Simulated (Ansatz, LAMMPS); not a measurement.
**A faulty run on glassy 63ZnO-37GeO2 (mol %) (102 atoms)**

Program: Ansatz 0.2.0. The cell: 27 Zn, 16 Ge and 59 O.

input.yaml

```yaml
crystal:
  lattice:
    - [11.01724, 0.0, 0.0]
    - [0.0, 11.01724, 0.0]
    - [0.0, 0.0, 11.01724]
  atoms:
    - { symbol: Zn, position: [0.50306, 0.45524, 0.91085] }
    - { symbol: Zn, position: [0.17304, 0.35176, 0.80125] }
    - { symbol: Zn, position: [0.97289, 0.66457, 0.86026] }
    - { symbol: Zn, position: [0.8784, 0.32998, 0.99282] }
    - { symbol: Zn, position: [0.14013, 0.49604, 0.33962] }
    - { symbol: Zn, position: [0.37012, 0.48709, 0.22615] }
    - { symbol: Zn, position: [0.06852, 0.45533, 0.61195] }
    - { symbol: Zn, position: [0.49966, 0.73942, 0.42131] }
    - { symbol: Zn, position: [0.64716, 0.16364, 0.89128] }
    - { symbol: Zn, position: [0.03511, 0.50354, 0.09829] }
    - { symbol: Zn, position: [0.84622, 0.8927, 0.04793] }
    - { symbol: Zn, position: [0.41367, 0.73531, 0.16624] }
    - { symbol: Zn, position: [0.02649, 0.15296, 0.40138] }
    - { symbol: Zn, position: [0.72246, 0.77058, 0.73822] }
    - { symbol: Zn, position: [0.61656, 0.35629, 0.09695] }
    - { symbol: Zn, position: [0.33083, 0.03606, 0.83639] }
    - { symbol: Zn, position: [0.47245, 0.68608, 0.737] }
    - { symbol: Zn, position: [0.25911, 0.19719, 0.3335] }
    [... 78 atom lines left out ...]
    - { symbol: O, position: [0.79724, 0.25603, 0.85198] }
    - { symbol: O, position: [0.78518, 0.66535, 0.86507] }
    - { symbol: O, position: [0.96587, 0.84263, 0.9206] }
    - { symbol: O, position: [0.63604, 0.09821, 0.26499] }
    - { symbol: O, position: [0.53953, 0.02381, 0.4875] }
    - { symbol: O, position: [0.38659, 0.08157, 0.2835] }
kpoints:
  mp_grid: { grid: [1, 1, 1] }
hamiltonian:
  xc: pbe
scf:
  occupations: { method: fixed }
  eigensolver: { kind: { support_functions: { accuracy: medium, radius: 3.1 } } }
  max_iter: 150
output:
  forces: true
  eigenvalues: true
```

On the command line:

```
$ ansatz run input.yaml --threads 8 --pin off --max-ram 15872MiB --backend cpu --events-out ev --progress --plain --runs-dir out
```

The log of the run:

```text
Warning: scf.eigensolver.kind.support_functions: disabling space-group detection — the functions' gradient is summed over unrotated k-points, so no spatial operation reduces the k-mesh or symmetrises the density; time reversal is kept, so that k and −k are solved as one point where they differ and the mesh holds both, and exact exchange and, on two spinor components, a DFT+U term hold to it where the run has them: [...]
Warning: basis.ecutwfc = 464 eV, auto-derived: no grid that the accuracy of the support functions lays serves the files at the lower one that their records recommend; a deck with other species or settings can derive another value
settings of this run that can trade accuracy for cost: scf.eigensolver.kind.support_functions [...]
Engine: ansatz 0.2.0, aarch64-unknown-linux-gnu
Pseudopotentials: kind: paw
Pseudopotential: Zn, paw, valence charge 12, recommended cutoff 420 eV (normal), Zn.paw.azcp
Pseudopotential: Ge, paw, valence charge 14, recommended cutoff 420 eV (normal), Ge.paw.azcp
Pseudopotential: O, paw, valence charge 6, recommended cutoff 420 eV (normal), O.paw.azcp
[... 5 lines on functional and potentials left out ...]
Error: SCF: the radius of support functions is under 3.47 Å, the least for these sites at the functions' level (scf.eigensolver.kind.support_functions.accuracy). Use scf.eigensolver.kind: auto, or type scf.eigensolver.kind.support_functions.radius at least as long, [...]
```

Elapsed: 2.9 s, on 8 threads of Arm Neoverse V2, shared host; peak memory 0.39 GiB.

What is at fault here, and what would mend it?

A radius under the least that the level allows: support_functions.radius = 3.1.

The fix is to use a longer radius.

The run ended with an error.

[Logs are printed without paths, hosts, clocks, repeated set-up lines and the standing remarks that a program may print on its own settings, such as how far it seeks lower states.]

[Hosts, paths, dates, database ids (printed as entryN), source tags and the programs' standing remarks are cut or masked in the printed files.]
